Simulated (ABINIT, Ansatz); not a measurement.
# Rb2AlTlH6 (Fm-3m): bands and cutoff in G0W0 with ABINIT, part 2 of 2

Aim: raise bands and screening cutoff together for Rb2AlTlH6 (Fm-3m) and follow gap and time.

ABINIT 10.8.3; LDA and many-body steps on it, plane waves. Known limits of the many-body steps: not at the basis limit; exchange with frozen shells missing; no spin-orbit coupling; coarse k mesh.

So far. Step 3 (Screening, 2×2×2 mesh, 53 bands, screening to 62.6 eV): Local fields lower ε∞ by 15 %. On a Γ-centred mesh this coarse the value itself is usually too large, while a short band sum pulls it down. Step 4 (53 bands, 62.6 eV): The gap on the mesh goes from 0.40 eV to 1.28 eV, a correction of +0.88 eV.

### 6. 128 bands, 114.3 eV

This step: G0W0 on LDA, plane waves, norm-conserving pseudopotentials.

File run.abi:

```
acell 3*1.0 Angstrom
rprim 
  0.000000000000 4.343365000000 4.343365000000
  4.343365000000 -0.000000000000 4.343365000000
  4.343365000000 4.343365000000 -0.000000000000
ntypat 4
znucl 37 13 81 1
natom 10
typat 1 1 2 3 4 4 4 4 4 4
xred 
  0.250000000000 0.250000000000 0.250000000000
  0.750000000000 0.750000000000 0.750000000000
  0.500000000000 0.500000000000 0.500000000000
  0.000000000000 0.000000000000 -0.000000000000
  0.294156000000 0.705844000000 0.705844000000
  0.294156000000 0.705844000000 0.294156000000
  0.705844000000 0.294156000000 0.705844000000
  0.705844000000 0.705844000000 0.294156000000
  0.294156000000 0.294156000000 0.705844000000
  0.705844000000 0.294156000000 0.294156000000
pp_dirpath "pseudos"
pseudos "Rb.upf, Al.upf, Tl.upf, H.upf"
ecut 31
ngkpt 2 2 2
nshiftk 1
shiftk 0 0 0
kptopt 1
chksymbreak 0
istwfk *1
occopt 1
irdwfk 1
optdriver 4
nband 128
gwcalctyp 0
ecutsigx 31
symsigma 1
nkptgw 3
kptgw 
  0.5000000000 0.5000000000 0.0000000000
  0.5000000000 0.0000000000 0.0000000000
  0.0000000000 0.0000000000 0.0000000000
bdgw 
  19 22
  18 23
  19 23
ecuteps 4.2
irdscr 1
ppmodel 1
indata_prefix "in"
outdata_prefix "out"
tmpdata_prefix "tmp"
```

On the command line:

```bash
> OMP_NUM_THREADS=1 mpirun -n 4 abinit run.abi > log
```

Numbers of over 12 decimals in the logs are rounded to 6 here.

Log:

```text
.Version 10.8.3 of ABINIT. v10.8.2 released Aug 2026.

 Symmetries : space group Fm -3 m (#225); Bravais cF (face-center cubic)
[... echo of the input left out ...]
== DATASET  1 ==================================================================
-   mpi_nproc: 4, omp_nthreads: 1 (-1 if OMP is not activated)

--- !DatasetInfo
iteration_state: {dtset: 1, }
dimensions: {natom: 10, nkpt: 3, mband: 128, nsppol: 1, nspinor: 1, nspden: 1, mpw: 9185, }
cutoff_energies: {ecut:  31.0, pawecutdg:  -1.0, }
electrons: {nelect:   4.00000000E+01, charge:   0.00000000E+00, occopt:   1.00000000E+00, tsmear:   1.00000000E-02, }

 SIGMA: Calculation of the GW corrections

 Based on a program developped by R.W. Godby, V. Olevano, G. Onida, and L. Reining.
 Incorporated in ABINIT by V. Olevano, G.-M. Rignanese, and M. Torrent.
.Using double precision arithmetic ; gwpc =  8

[... cell and pseudopotentials left out ...]
--------------------------------------------------------------------------------

 ==== K-mesh for the wavefunctions ====
 Number of points in the irreducible wedge :     3
[... list of points left out ...]
 Together with 48 symmetry operations and time-reversal symmetry
 yields     8 points in the full Brillouin Zone.

 ==== Q-mesh for screening function ====
 Number of points in the irreducible wedge :     3
[... list of points left out ...]
 Together with 48 symmetry operations and time-reversal symmetry
 yields     8 points in the full Brillouin Zone.

 vcoul_init : cutoff-mode = AUXILIARY_FUNCTION
 q-points for optical limit:   1
     1)      0.000010    0.000020    0.000030
 setmesh: FFT mesh size selected  =    60x   60x   60
          total number of points  =       216000

 Number of electrons calculated from density =   40.0000; Expected =   40.0000
[...]
Perturbative Calculation

--- !SelfEnergy_ee
iteration_state: {dtset: 1, }
kpoint     : [   0.500,    0.500,    0.000, ]
spin       : 1
KS_gap     :    1.814
QP_gap     :    2.892
Delta_QP_KS:    1.078
data: !SigmaeeData |
     Band     E0 <VxcDFT>   SigX SigC(E0)      Z dSigC/dE  Sig(E)    E-E0       E
       19   1.021 -11.193 -13.861   2.213   0.768  -0.303 -11.543  -0.350   0.672
       20   2.165 -11.838 -13.677   1.467   0.776  -0.289 -12.126  -0.288   1.877
       21   3.979  -9.184  -5.356  -2.844   0.802  -0.247  -8.394   0.790   4.769
[...]
--- !SelfEnergy_ee
iteration_state: {dtset: 1, }
kpoint     : [   0.500,    0.000,    0.000, ]
spin       : 1
KS_gap     :    2.698
QP_gap     :    3.801
Delta_QP_KS:    1.104
data: !SigmaeeData |
     Band     E0 <VxcDFT>   SigX SigC(E0)      Z dSigC/dE  Sig(E)    E-E0       E
[...]
--- !SelfEnergy_ee
iteration_state: {dtset: 1, }
kpoint     : [   0.000,    0.000,    0.000, ]
spin       : 1
KS_gap     :    3.500
QP_gap     :    4.547
Delta_QP_KS:    1.047
data: !SigmaeeData |
     Band     E0 <VxcDFT>   SigX SigC(E0)      Z dSigC/dE  Sig(E)    E-E0       E
[...]
22   4.155  -9.390  -5.698  -2.777   0.799  -0.252  -8.660   0.730   4.885
       23   4.155  -9.390  -5.698  -2.777   0.799  -0.252  -8.660   0.730   4.885

 New Fermi energy :        9.509135E-02 Ha ,    2.587568E+00 eV

 === QP Band Gaps ===
  >>>> For spin  1
   Minimum direct gap =   2.8922 [eV], located at k-point      :   0.5000  0.5000  0.0000
   Fundamental gap    =   1.4211 [eV], Top of valence bands at :   0.5000  0.5000  0.0000
                                       Bottom of conduction at :   0.5000  0.0000  0.0000

== END DATASET(S) ==============================================================
================================================================================

 -outvars: echo values of variables after computation  --------
           etotal      0.0000000000E+00
            nband         128
             nkpt           3
          spgroup         225
 [... the other variables as echoed above ...]

 Calculation completed.
```

Elapsed: 24 s, on 4 MPI ranks of Arm Neoverse V1, shared host; peak memory 1.2 GiB.

This step gave:

- G0W0 gap on the points computed: 1.421 eV
- starting gap on the mesh: 0.4014 eV
- k of the valence top: 0.5, 0.5, 0
- k of the conduction bottom: 0.5, 0, 0
- Z at the valence top: 0.776
- Z at the conduction bottom: 0.808
- least direct G0W0 gap on the computed points: 2.892 eV

Against G0W0 in ABINIT (2×2×2 mesh, 53 bands, screening to 62.6 eV, Godby-Needs plasmon pole), the gap moves by +0.138 eV.

### 7. Screening, 2×2×2 mesh, 286 bands, screening to 176.9 eV

This step: RPA screening on LDA, plane waves, norm-conserving pseudopotentials.

run.abi: that of step 6 with these lines changed.

```diff
@@ -31,19 +31,8 @@
 irdwfk 1
-optdriver 4
-nband 128
-gwcalctyp 0
-ecutsigx 31
-symsigma 1
-nkptgw 3
-kptgw 
-  0.5000000000 0.5000000000 0.0000000000
-  0.5000000000 0.0000000000 0.0000000000
-  0.0000000000 0.0000000000 0.0000000000
-bdgw 
-  19 22
-  18 23
-  19 23
-ecuteps 4.2
-irdscr 1
-ppmodel 1
+optdriver 3
+nband 286
+ecuteps 6.5
+inclvkb 2
+awtr 1
+symchi 1
 indata_prefix "in"
```

Log:

```text
.Version 10.8.3 of ABINIT. v10.8.2 released Aug 2026.

 Symmetries : space group Fm -3 m (#225); Bravais cF (face-center cubic)
[... echo of the input left out ...]
== DATASET  1 ==================================================================
-   mpi_nproc: 4, omp_nthreads: 1 (-1 if OMP is not activated)

--- !DatasetInfo
iteration_state: {dtset: 1, }
dimensions: {natom: 10, nkpt: 3, mband: 286, nsppol: 1, nspinor: 1, nspden: 1, mpw: 9185, }
cutoff_energies: {ecut:  31.0, pawecutdg:  -1.0, }
[...]
--------------------------------------------------------------------------------
[... chi0 elements left out ...]
 For q-point:  0.000010 0.000020 0.000030
  dielectric constant =   9.0161
  dielectric constant without local fields =  10.5665

  Average fulfillment of the sum rule on Im[epsilon] for q-point    1 :     95.53  [%]
[... wings left out ...]
  q-point number  2        q = ( 0.500000, 0.000000, 0.000000) [r.l.u.]
--------------------------------------------------------------------------------
[... chi0 elements left out ...]
  Average fulfillment of the sum rule on Im[epsilon] for q-point    2 :    101.72  [%]

 [... 1 further q-points ...]
```

It took 82 s on 4 MPI ranks; peak memory 2.5 GiB; 5.4 min of CPU time.

Numbers from this step:

| Quantity | Value |
| --- | --- |
| ε∞ with local fields, on this mesh, along the program's q direction | 9.016 |
| the same without local fields | 10.57 |
| plasma frequency | 18.35 eV |
| plane waves in the screening matrix | 893 |

### 8. 286 bands, 176.9 eV

This step: G0W0 on LDA, plane waves, norm-conserving pseudopotentials.

run.abi: that of step 7 with these lines changed.

```diff
@@ -31,8 +31,19 @@
 irdwfk 1
-optdriver 3
+optdriver 4
 nband 286
+gwcalctyp 0
+ecutsigx 31
+symsigma 1
+nkptgw 3
+kptgw 
+  0.5000000000 0.5000000000 0.0000000000
+  0.5000000000 0.0000000000 0.0000000000
+  0.0000000000 0.0000000000 0.0000000000
+bdgw 
+  19 22
+  18 23
+  19 23
 ecuteps 6.5
-inclvkb 2
-awtr 1
-symchi 1
+irdscr 1
+ppmodel 1
 indata_prefix "in"
```

Log:

```text
.Version 10.8.3 of ABINIT. v10.8.2 released Aug 2026.

 Symmetries : space group Fm -3 m (#225); Bravais cF (face-center cubic)
[... echo of the input left out ...]
== DATASET  1 ==================================================================
-   mpi_nproc: 4, omp_nthreads: 1 (-1 if OMP is not activated)

--- !DatasetInfo
iteration_state: {dtset: 1, }
dimensions: {natom: 10, nkpt: 3, mband: 286, nsppol: 1, nspinor: 1, nspden: 1, mpw: 9185, }
cutoff_energies: {ecut:  31.0, pawecutdg:  -1.0, }
[...]
Minimum direct gap =   3.0124 [eV], located at k-point      :   0.5000  0.5000  0.0000
   Fundamental gap    =   1.5653 [eV], Top of valence bands at :   0.5000  0.5000  0.0000
                                       Bottom of conduction at :   0.5000  0.0000  0.0000

== END DATASET(S) ==============================================================
================================================================================

 -outvars: echo values of variables after computation  --------
           etotal      0.0000000000E+00
            nband         286
             nkpt           3
          spgroup         225
 [... the other variables as echoed above ...]

 Calculation completed.
```

Run time: 2.5 min. Hardware: 4 MPI ranks; peak memory 2.6 GiB; 10 min of CPU time.

Numbers from this step:

```yaml
g0w0_gap_on_the_points_computed: 1.565 eV
starting_gap_on_the_mesh: 0.4014 eV
k_of_the_valence_top: 0.5, 0.5, 0
k_of_the_conduction_bottom: 0.5, 0, 0
least_direct_g0w0_gap_on_the_computed_points: 3.012 eV
```

Against G0W0 in ABINIT (2×2×2 mesh, 128 bands, screening to 114.3 eV, Godby-Needs plasmon pole), the gap moves by +0.144 eV.

### 9. Side by side

Times are wall times on 4 MPI ranks of Arm Neoverse V1, shared host, good to a factor of about two. A run's time includes the screening step that it read.

| run | mesh | bands | screening cutoff (eV) | DFT gap (eV) | gap on the mesh (eV) | direct (eV) | ε∞ used | time |
| --- | --- | --- | --- | --- | --- | --- | --- | --- |
| 53 bands, 62.6 eV | 2×2×2 | 53 | 62.6 | 0.401 | 1.283 | 2.813 | 8.92 | 17 s |
| 128 bands, 114.3 eV | 2×2×2 | 128 | 114.3 | 0.401 | 1.421 | 2.892 | 8.98 | 48 s |
| 286 bands, 176.9 eV | 2×2×2 | 286 | 176.9 | 0.401 | 1.565 | 3.012 | 9.02 | 3.9 min |

### 10. Summary of results

```yaml
53_bands_62p6_ev: 1.283 eV
128_bands_114p3_ev: 1.421 eV
286_bands_176p9_ev: 1.565 eV
known_limits: not at the basis limit; exchange with frozen shells missing; no spin-orbit coupling; coarse k mesh
```

From the first rung to the last the gap moves by +0.28 eV for 13 times the time. The steps are not yet shrinking, so no limit is drawn. The 2×2×2 mesh is coarse for this cell, which bears on the long-range parts of exchange and screening. Where an edge is built on 6p states of lead, bismuth or thallium, scalar-relativistic gaps usually stand too wide, by a few tenths to over one eV. The norm-conserving file of at least one element keeps a d shell over frozen s and p shells of the same row. Exchange with those shells is missing from the self-energy, an error of 0.3 to 0.9 eV in cases checked, whose sign depends on which edge lies on those atoms. The many-body steps are scalar-relativistic: spin-orbit coupling is not in them.

[Paths, hosts, dates, memory and timing lines, banners, echoed tables and standing remarks are left out of the program output.]

[Logs are printed without paths, hosts, clocks, repeated set-up lines and the standing remarks that a program may print on its own settings, such as how far it seeks lower states.]

[Runs of the session that timed out or met a known fault of the program may be left out.]

[Hosts, paths, dates, database ids (printed as entryN), source tags and the programs' standing remarks are cut or masked in the printed files.]

[G0W0 gaps are taken among the corrected bands and points alone; a level outside them can change the order at an edge.]

[Where Ansatz stands beside ABINIT at settings called matched, ABINIT's density can come from a denser mesh and the files from another edition; pairs whose starting gaps differed by over 0.03 eV were left out, so agreement reads better than it is.]
